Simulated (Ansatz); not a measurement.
# What LiY in Pnma, a phase reached by a soft mode distorts into, part 2 of 3

Aim: this structure of LiY in Pnma, a phase reached by a soft mode is to be tested for unstable modes, and one is followed downhill.

Ansatz 0.2.0; DFT PBEsol, scalar-relativistic, plane waves, PAW.

So far. Step 4 (The mode frozen in, largest atomic shift 0.45 Å): The run ends at a pressure of 0.19 GPa, with forces up to 0.18 eV/Å. Step 5 (Energy along the mode, all amplitudes (two of the runs …): The lowest of the steps tried is at 0.45 Å, 14.0 meV/atom below the parent; the bottom of the well need not coincide with a step.

The structure was built from a prototype and need not be the compound's stable phase.

## Step 6: Relaxing from the distorted cell

Starting from the lowest point found, all atoms and the cell are let go, so that strain and other modes of the same symmetry can join in.

Input file input.yaml:

```yaml
crystal:
  lattice:
    - [6.2491676188, 0.0, 0.0]
    - [0.0, 5.1756949123, 0.0]
    - [0.0, 0.0, 6.1871566033]
  atoms:
    - { symbol: Li, position: [0.6222656092, 0.25, 0.5641398367] }
    - { symbol: Li, position: [0.952073895, 0.75, 0.1887258711] }
    - { symbol: Li, position: [0.452073895, 0.75, 0.3112741289] }
    - { symbol: Li, position: [0.1222656092, 0.25, 0.9358601633] }
    - { symbol: "Y", position: [0.6477172991, 0.25, 0.0708976653] }
    - { symbol: "Y", position: [0.8464797505, 0.75, 0.6826462199] }
    - { symbol: "Y", position: [0.3464797505, 0.75, 0.8173537801] }
    - { symbol: "Y", position: [0.1477172991, 0.25, 0.4291023347] }
kpoints:
  mp_grid: { grid: [6, 8, 6] }
hamiltonian:
  xc: pbesol
scf:
  occupations: { method: methfessel_paxton, width: 0.2 }
output:
  forces: true
  stress: true
  eigenvalues: true
  write_density: true
  write_potential: true
  elf: true
  volumetric_format: npy
relax:
  adjacent_minimum: "off"
  f_tol: 0.002
  max_steps: 120
  cell: { stress_tol: 0.03 }
```

Command:

```sh
> ansatz run input.yaml --threads 4 --pin off --max-ram 14336MiB --backend cpu --events-out ev --progress --plain --runs-dir out
```

Numbers of over 12 decimals in the logs are rounded to 6 here.

The log of the run:

```text
[...]
Crystal: 8 atoms, lattice volume = 200.116 Å³
Basis set: ecut = 420 eV, 3901 PW (Γ), exchange–correlation on 90×72×90 points (8 copies of the dense FFT grid, shifted against one another)
Bands: 36, of which v1, the nominal top of the filled ones, is band 28 counted from 1 (27 counted from 0)
Symmetry: 4 space group operations
[...]
k-points: 80 of 288 (time reversal used)
[...]
SCF iter   1: F=—  HF=-15990.678175 eV  |F-HF|=—  |Δ(HF+E_count)|=         —  Δρ=4.00e-3  dr2=8.26e-2  ethr=1.77e-3  ⟨swp⟩=6.6  Hψ=12945  notcnv=0
[...]
SCF iter   7: F=-15990.669549 eV  HF=-15990.669549 eV  |F-HF|=5.82e-9  |Δ(HF+E_count)|=   6.67e-8  S|Δr|=    0.00e0  Δρ=2.56e-6  dr2=1.82e-8  ethr=1.79e-10  ⟨swp⟩=9.3  Hψ=17765  notcnv=0
SCF 1 converged in 7 iterations: F = -15990.669549 eV  dr2 = 1.82e-8
[...]
relax step   1: F+E_penalty+E_count = -15990.66954914 eV  Δ(F+E_penalty+E_count) = +0.000e0 eV  max|allowed force component| = 1.597e-1 eV/Å  Δτ_max = 0.0000 Å  P = +0.189 GPa  Ω = 200.116 Å³  (7 SCF iters, dr2 threshold 1.00e-7 eV, accepted)
Crystal: 8 atoms, lattice volume = 202.260 Å³
Basis set: ecut = 420 eV, 3973 PW (Γ), exchange–correlation on 90×72×90 points (8 copies of the dense FFT grid, shifted against one another)
[...]
iter 1 solved again at ethr=6.51e-4 eV; its pass at ethr=3.10e-3 eV (dr2=3.65e-1 eV) is discarded
[...]
SCF iter   6: F=-15990.684629 eV  HF=-15990.684630 eV  |F-HF|=1.12e-7  |Δ(HF+E_count)|=   1.75e-6  S|Δr|=    0.00e0  Δρ=9.09e-6  dr2=2.88e-7  ethr=1.43e-9  ⟨swp⟩=9.3  Hψ=21183  notcnv=0
SCF 2 converged in 6 iterations: F = -15990.684629 eV  dr2 = 2.88e-7
relax step   2: F+E_penalty+E_count = -15990.68462948 eV  Δ(F+E_penalty+E_count) = -1.508e-2 eV  max|allowed force component| = 2.058e-1 eV/Å  Δτ_max = 0.1054 Å  P = +0.060 GPa  Ω = 202.260 Å³  energy of the carried Pulay correction = -4.514e-5 eV  (6 SCF iters, dr2 threshold 8.00e-7 eV, accepted)
Crystal: 8 atoms, lattice volume = 202.068 Å³
Basis set: ecut = 420 eV, 3965 PW (Γ), exchange–correlation on 90×72×90 points (8 copies of the dense FFT grid, shifted against one another)
[...]
SCF iter   6: F=-15990.710881 eV  HF=-15990.710881 eV  |F-HF|=1.24e-8  |Δ(HF+E_count)|=   2.09e-7  S|Δr|=    0.00e0  Δρ=3.09e-6  dr2=3.41e-8  ethr=1.43e-9  ⟨swp⟩=10.3  Hψ=19517  notcnv=0
SCF 3 converged in 6 iterations: F = -15990.710881 eV  dr2 = 3.41e-8
relax step   3: F+E_penalty+E_count = -15990.71088067 eV  Δ(F+E_penalty+E_count) = -2.625e-2 eV  max|allowed force component| = 3.030e-2 eV/Å  Δτ_max = 0.0469 Å  P = +0.013 GPa  Ω = 202.068 Å³  energy of the carried Pulay correction = -4.113e-5 eV  (6 SCF iters, dr2 threshold 8.00e-7 eV, accepted)
[...]
relax step   4: F+E_penalty+E_count = -15990.71502741 eV  Δ(F+E_penalty+E_count) = -4.147e-3 eV  max|allowed force component| = 2.849e-2 eV/Å  Δτ_max = 0.0281 Å  P = +0.004 GPa  Ω = 202.263 Å³  energy of the carried Pulay correction = -4.520e-5 eV  (6 SCF iters, dr2 threshold 5.74e-8 eV, accepted)
[...]
relax step   5: F+E_penalty+E_count = -15990.71637015 eV  Δ(F+E_penalty+E_count) = -1.343e-3 eV  max|allowed force component| = 4.017e-3 eV/Å  Δτ_max = 0.0258 Å  P = +0.005 GPa  Ω = 202.512 Å³  energy of the carried Pulay correction = -5.039e-5 eV  (6 SCF iters, dr2 threshold 5.07e-8 eV, accepted)
[...]
relax step   6: F+E_penalty+E_count = -15990.71653483 eV  Δ(F+E_penalty+E_count) = -1.647e-4 eV  max|allowed force component| = 6.358e-3 eV/Å  Δτ_max = 0.0118 Å  P = +0.026 GPa  Ω = 202.351 Å³  energy of the carried Pulay correction = -4.705e-5 eV  (7 SCF iters, dr2 threshold 5.04e-9 eV, accepted)
[...]
relax step   7: F+E_penalty+E_count = -15990.71660955 eV  Δ(F+E_penalty+E_count) = -7.471e-5 eV  max|allowed force component| = 2.256e-3 eV/Å  Δτ_max = 0.0087 Å  P = +0.008 GPa  Ω = 202.463 Å³  energy of the carried Pulay correction = -4.938e-5 eV  (6 SCF iters, dr2 threshold 2.54e-9 eV, accepted)
[...]
relax step   8: F+E_penalty+E_count = -15990.71661404 eV  Δ(F+E_penalty+E_count) = -4.494e-6 eV  max|allowed force component| = 6.853e-4 eV/Å  Δτ_max = 0.0011 Å  P = -0.002 GPa  Ω = 202.538 Å³  energy of the carried Pulay correction = -5.093e-5 eV  (6 SCF iters, dr2 threshold 3.18e-10 eV, accepted)
[...]
SCF iter   1: F=—  HF=-15990.716688 eV  |F-HF|=—  |Δ(HF+E_count)|=         —  Δρ=4.38e-5  dr2=9.02e-8  ethr=4.42e-6  ⟨swp⟩=2.9  Hψ=18310  notcnv=0
eigensolver tolerance schedule: the retry pair's looser diagonalisation over-reported the residual by 27427.89 of it (diagonalisation noise at an unbounded share of the residual, at the tolerance the schedule requests for it); recorded, not acted on — ethr = c·dr2/N_el stays at c = 1.0e-1
SCF iter   2: F=—  HF=-15990.716659 eV  |F-HF|=—  |Δ(HF+E_count)|=   2.91e-5  S|Δr|=    0.00e0  Δρ=2.22e-5  dr2=2.47e-8  ethr=1.61e-10  ⟨swp⟩=3.1  Hψ=6127  notcnv=0
[...]
SCF iter   6: F=-15990.716656 eV  HF=-15990.716656 eV  |F-HF|=0.00e0  |Δ(HF+E_count)|=  7.28e-12  S|Δr|=    0.00e0  Δρ=2.97e-8  dr2=3.22e-12  ethr=1.00e-12  ⟨swp⟩=5.8  Hψ=11265  notcnv=0
SCF 9 converged in 6 iterations: F = -15990.716656 eV  dr2 = 3.22e-12
relax step   9: F+E_penalty+E_count = -15990.71665592 eV  Δ(F+E_penalty+E_count) = -4.188e-5 eV  max|allowed force component| = 6.864e-4 eV/Å  Δτ_max = 0.0000 Å  P = -0.003 GPa  Ω = 202.538 Å³  stress off target by 4.86e-3 GPa  SCF on the basis re-selected at this cell (its energy is not comparable with the rows above)  (6 SCF iters)
basis re-selected at this cell: Δ(F+E_penalty+E_count) = -4.188e-5 eV, ΔP = -0.000 GPa vs the last step (what re-selecting the basis moved, of the pressure what is left beyond the Pulay correction that the steps carried, after the strain that the cell walked since its last selection, with what the two solves' SCF thresholds leave and, on support functions, any second-order correction that the steps lacked; it is no m [...]
SCF converged after 6 iterations
[...]
Free energy (F): -15990.716656 eV
[...]
Internal energy: -15990.718329 eV  (E = F + TS)
E sigma→0 (E₀):  -15990.717074 eV
Entropy (-TS):   0.001673 eV (0.209 meV/atom)
Fermi energy:    6.434578 eV
[...]
--- Forces (eV/Å), atoms counted from 1 ---
  atom   1  Li    -0.00041187     0.00000000     0.00030422
  atom   2  Li     0.00014356    -0.00000000     0.00030799
  atom   3  Li     0.00014356     0.00000000    -0.00030799
  atom   4  Li    -0.00041187     0.00000000    -0.00030422
  atom   5  Y     -0.00021110     0.00000000    -0.00068636
  atom   6  Y      0.00047939     0.00000000    -0.00053629
  atom   7  Y      0.00047939     0.00000000     0.00053629
  atom   8  Y     -0.00021110    -0.00000000     0.00068636
  max |Σ_I F_I| component: 6.35e-8 eV/Å
--- Stress (GPa, compression-positive) ---
       -0.004856      -0.000000      -0.000000
       -0.000000      -0.002930      -0.000000
       -0.000000      -0.000000      -0.000330
  P = ⅓ Tr σ = -0.0027 GPa (-0.027 kbar)
--- Band table (eV; the first three rows and the last of 80) ---
  k-point 0: bands = [... 24 lower, 5.5508, 5.7461, 6.0114, 6.2825, 6.3897, 6.8408, 6.9531, 7.3292, ... 4 higher]
  k-point 1: bands = [... 24 lower, 5.6094, 5.9447, 6.0100, 6.2369, 6.5058, 6.7136, 6.9946, 7.2820, ... 4 higher]
  k-point 2: bands = [... 24 lower, 5.6093, 5.8353, 6.2263, 6.3620, 6.6136, 6.6222, 6.8177, 7.3328, ... 4 higher]
  k-point 79: bands = [... 24 lower, 5.5989, 5.5989, 5.6859, 5.6859, 6.9247, 6.9247, 7.0061, 7.0061, ... 4 higher]
--- Relaxed structure (8 steps of the walk, 8 accepted, 1 SCFs on fresh bases) ---
  F+E_penalty+E_count = -15990.71665592 eV   max|allowed force component| = 6.864e-4 eV/Å   (the final SCF, on the basis selected at the relaxed cell)
  cell:  # Å, volume = 202.5377 Å³
    - [6.313846, 0.0, 0.0]
    - [0.0, 5.093832, 0.0]
    - [0.0, 0.0, 6.297485]
  atoms:
    - { symbol: Li, position: [0.614740, 0.25, 0.558661] }
    - { symbol: Li, position: [0.969497, 0.750000, 0.193635] }
    - { symbol: Li, position: [0.469497, 0.750000, 0.306365] }
    - { symbol: Li, position: [0.114740, 0.25, 0.941339] }
    - { symbol: Y, position: [0.645741, 0.25, 0.059323] }
    - { symbol: Y, position: [0.838558, 0.750000, 0.700937] }
    - { symbol: Y, position: [0.338558, 0.750000, 0.799063] }
    - { symbol: Y, position: [0.145741, 0.25, 0.440677] }
```

It took 2.2 min on 4 threads of Arm Neoverse V1, shared host; peak memory 0.79 GiB.

Step by step:

| step | energy less that of the first step (eV) | largest force component (eV/Å) | pressure (GPa) | volume (Å³) |
| --- | --- | --- | --- | --- |
| 1 | 0.0000 | 0.1597 | 0.19 | 200.12 |
| 2 | -0.0151 | 0.2058 | 0.06 | 202.26 |
| 3 | -0.0413 | 0.0303 | 0.01 | 202.07 |
| 4 | -0.0455 | 0.0285 | 0.00 | 202.26 |
| 5 | -0.0468 | 0.0040 | 0.01 | 202.51 |
| 6 | -0.0470 | 0.0064 | 0.03 | 202.35 |
| 7 | -0.0471 | 0.0023 | 0.01 | 202.46 |
| 8 | -0.0471 | 0.0007 | 0.00 | 202.54 |
| 9* | -0.0471 | 0.0007 | 0.00 | 202.54 |

Relaxation steps marked * repeat the geometry before them on a plane-wave basis chosen anew for their cell, so energy and pressure can jump there.

The run keeps the 4 symmetry operations that it works with, so distortions that break them were not tested.

| cell as run | before | after | change |
| --- | --- | --- | --- |
| a (Å) | 6.249 | 6.314 | +1.0 % |
| b (Å) | 5.176 | 5.094 | -1.6 % |
| c (Å) | 6.187 | 6.297 | +1.8 % |
| volume (Å³/atom) | 25.01 | 25.32 | +1.2 % |

The atoms that moved most (Å, as changes of fractional coordinates times the final cell):

| atom | dx | dy | dz | length |
| --- | --- | --- | --- | --- |
| Y6 | -0.050 | 0.000 | 0.115 | 0.126 |
| Y7 | -0.050 | 0.000 | -0.115 | 0.126 |
| Li3 | 0.110 | 0.000 | -0.031 | 0.114 |
| Li2 | 0.110 | 0.000 | 0.031 | 0.114 |
| Y8 | -0.012 | 0.000 | 0.073 | 0.074 |
| Y5 | -0.012 | 0.000 | -0.073 | 0.074 |
| Li1 | -0.048 | 0.000 | -0.035 | 0.059 |
| Li4 | -0.048 | 0.000 | 0.035 | 0.059 |

Final coordinates:

```xyz
8
Lattice="6.3138 0.0000 0.0000 0.0000 5.0938 0.0000 0.0000 0.0000 6.2975" Properties=species:S:1:pos:R:3 pbc="T T T"
Li    3.8814    1.2735    3.5182
Li    6.1213    3.8204    1.2194
Li    2.9643    3.8204    1.9293
Li    0.7244    1.2735    5.9281
Y     4.0771    1.2735    0.3736
Y     5.2945    3.8204    4.4141
Y     2.1376    3.8204    5.0321
Y     0.9202    1.2735    2.7752
```

Numbers from this step:

```
pressure        : -0.002705 GPa
volume per atom : 25.32 Å³
```

ELF in the ac plane at fractional y = 0.250, with atoms of Li and Y within 0.2 Å of it. It is the smooth field of the valence electrons, not physical close to the nuclei.

Values in units of 1e-1, 9 rows by 16 columns, each cell a mean:
```
1.3 8.7 9.2 2.4 1.3 5.0 4.0 1.7 2.7 5.6 6.6 5.8 3.3 1.6 2.8 1.5
2.2 1.5 1.6 1.7 4.5 6.6 6.6 5.4 3.7 2.5 2.1 2.4 3.4 5.1 6.2 5.1
4.5 3.1 2.6 3.1 4.4 5.9 6.6 5.9 3.3 1.8 1.6 2.6 5.2 6.8 6.9 6.1
2.0 4.1 5.0 4.3 2.3 2.0 3.5 2.0 1.0 7.3 7.9 1.9 1.6 5.3 4.6 2.2
6.5 8.2 6.6 8.0 7.3 2.1 1.6 1.8 0.7 4.3 4.8 1.1 2.4 4.9 2.5 1.6
5.7 8.1 7.4 8.1 6.5 1.8 2.0 4.1 3.7 2.3 2.1 3.2 5.2 5.5 2.9 1.5
1.6 2.8 3.7 3.1 1.8 2.1 3.4 3.0 1.8 1.9 2.4 2.1 1.9 2.9 3.6 2.4
3.9 2.6 2.3 3.2 4.8 5.3 3.2 1.4 4.6 7.6 7.8 7.8 5.4 1.5 2.2 4.3
0.9 2.4 2.8 1.0 3.2 5.1 2.4 1.7 7.1 8.1 6.0 7.8 7.8 2.3 1.5 2.4
```
Columns run along a (6.3 Å), rows up along c (6.3 Å). Atoms in or near the plane, at fractional coordinates: Li at (0.61, 0.56), Li at (0.11, 0.94), Y at (0.65, 0.06), Y at (0.15, 0.44).

Valence density in the ac plane at fractional y = 0.250, with atoms of Li and Y within 0.2 Å of it. It is the smooth field of the valence electrons, not physical close to the nuclei.

Ten even steps from '0' (0.1 e/Å³) to '9' (6.8 e/Å³), each cell a mean:
```
059300000012210000
035100000000000000
000000000000000000
000000000000000000
000000000000000000
000000000000000000
000000000035100000
013210000059300000
135530000011000000
145531000000000000
024420000000000000
001100000000000000
000000000000000000
000000000001100000
000000000024420000
000000000145531000
012000000135530000
```
Columns run along a (6.3 Å), rows up along c (6.3 Å). Atoms in or near the plane, at fractional coordinates: Li at (0.61, 0.56), Li at (0.11, 0.94), Y at (0.65, 0.06), Y at (0.15, 0.44).

Electrostatic potential energy in the ac plane at fractional y = 0.250, with atoms of Li and Y within 0.2 Å of it. With pseudopotentials it is smooth inside the atoms' cores, unlike the true potential.

Ten even steps from '_' (-52 eV) to '@' (10 eV), each cell a mean:
```
##==--++%%@@@@@@%%##==::::++##@@@@@@
%%++==**%%@@@@@@@@%%######%%%%@@@@@@
@@%%##%%@@@@@@@@@@@@@@@@@@@@@@@@@@@@
@@@@@@@@@@@@@@@@@@@@@@@@@@@@@@@@@@@@
@@@@@@@@@@@@@@@@@@@@@@@@@@@@@@@@@@@@
@@@@@@@@@@@@@@@@@@@@%%##%%@@@@@@@@@@
%%######%%%%@@@@@@%%++==**%%@@@@@@@@
##==::::==##@@@@@@##==--++%%@@@@@@%%
++..____..**%%@@@@%%****##@@@@@@@@%%
==______..++%%@@@@@@@@%%@@@@@@@@@@%%
**::____--**%%@@@@@@@@@@@@@@@@@@@@%%
%%**====**%%@@@@@@@@@@@@@@@@@@@@@@@@
@@%%%%%%%%@@@@@@@@@@%%%%%%%%@@@@@@@@
@@@@@@@@@@@@@@@@@@%%**====**%%@@@@@@
@@@@@@@@@@@@@@@@%%**::____--**%%@@@@
@@%%%%@@@@@@@@@@%%==______..++%%@@@@
%%****##@@@@@@@@%%++..____..**%%@@@@
```
Columns run along a (6.3 Å; values clipped at the 3rd and 97th percentile), rows up along c (6.3 Å). Atoms in or near the plane, at fractional coordinates: Li at (0.61, 0.56), Li at (0.11, 0.94), Y at (0.65, 0.06), Y at (0.15, 0.44).

The distorted start has space group Pmc2_1; the relaxation ends in Pmc2_1.

## Step 7: The new phase in its own primitive cell

The relaxed structure is symmetrised, reduced to its primitive cell and relaxed tightly, as its phonons need.

Input file input.yaml:

```yaml
crystal:
  lattice:
    - [5.0938320333, 0.0, 0.0]
    - [0.0, 6.2974852992, 0.0]
    - [0.0, 0.0, 6.3138460023]
  atoms:
    - { symbol: Li, position: [0.0, 0.3086609695, 0.6147398568] }
    - { symbol: Li, position: [0.5, 0.9436345848, 0.9694967093] }
    - { symbol: Li, position: [0.5, 0.0563654152, 0.4694967093] }
    - { symbol: Li, position: [0.0, 0.6913390305, 0.1147398568] }
    - { symbol: "Y", position: [0.0, 0.8093226268, 0.645741496] }
    - { symbol: "Y", position: [0.5, 0.4509370382, 0.8385584917] }
    - { symbol: "Y", position: [0.5, 0.5490629618, 0.3385584917] }
    - { symbol: "Y", position: [0.0, 0.1906773732, 0.145741496] }
kpoints:
  mp_grid: { grid: [8, 6, 6] }
hamiltonian:
  xc: pbesol
scf:
  occupations: { method: methfessel_paxton, width: 0.2 }
output:
  forces: true
  stress: true
  eigenvalues: true
relax:
  adjacent_minimum: "off"
  f_tol: 0.001
  max_steps: 60
  cell: { stress_tol: 0.01 }
```

The log of the run:

```text
[...]
Crystal: 8 atoms, lattice volume = 202.538 Å³
Basis set: ecut = 420 eV, 3969 PW (Γ), exchange–correlation on 72×90×90 points (8 copies of the dense FFT grid, shifted against one another)
Bands: 36, of which v1, the nominal top of the filled ones, is band 28 counted from 1 (27 counted from 0)
Symmetry: 4 space group operations
[...]
k-points: 80 of 288 (time reversal used)
[...]
- { symbol: Li, position: [0.500000, 0.9436345848, 0.9694967093] }
    - { symbol: Li, position: [0.500000, 0.056365, 0.469497] }
    - { symbol: Li, position: [0.0, 0.6913390305, 0.1147398568] }
    - { symbol: Y, position: [0.0, 0.8093226268, 0.645741496] }
    - { symbol: Y, position: [0.500000, 0.450937, 0.838558] }
    - { symbol: Y, position: [0.500000, 0.5490629618, 0.338558] }
    - { symbol: Y, position: [0.0, 0.1906773732, 0.145741496] }
[key lines of the parts left out:]
SCF converged after 7 iterations
Free energy (F): -15990.716656 eV
Fermi energy:    6.434577 eV
P = ⅓ Tr σ = -0.0027 GPa (-0.027 kbar)
```

The job ended after 31 s (4 threads; peak memory 0.78 GiB; 2 min of CPU time).

Little changed from the start: no atom moved by 0.005 Å and no cell edge by 0.1 %.

Numbers from this step:

| Property | Result |
| --- | --- |
| pressure | -0.002707 GPa |

The largest force component left is 0.69 meV/Å and the pressure is -0.003 GPa, within the tolerances set. The cell now holds 25.32 Å³/atom.

[end of part 2 of 3]

[Logs are printed without paths, hosts, clocks, repeated set-up lines and the standing remarks that a program may print on its own settings, such as how far it seeks lower states.]

[Hosts, paths, dates, database ids (printed as entryN), source tags and the programs' standing remarks are cut or masked in the printed files.]
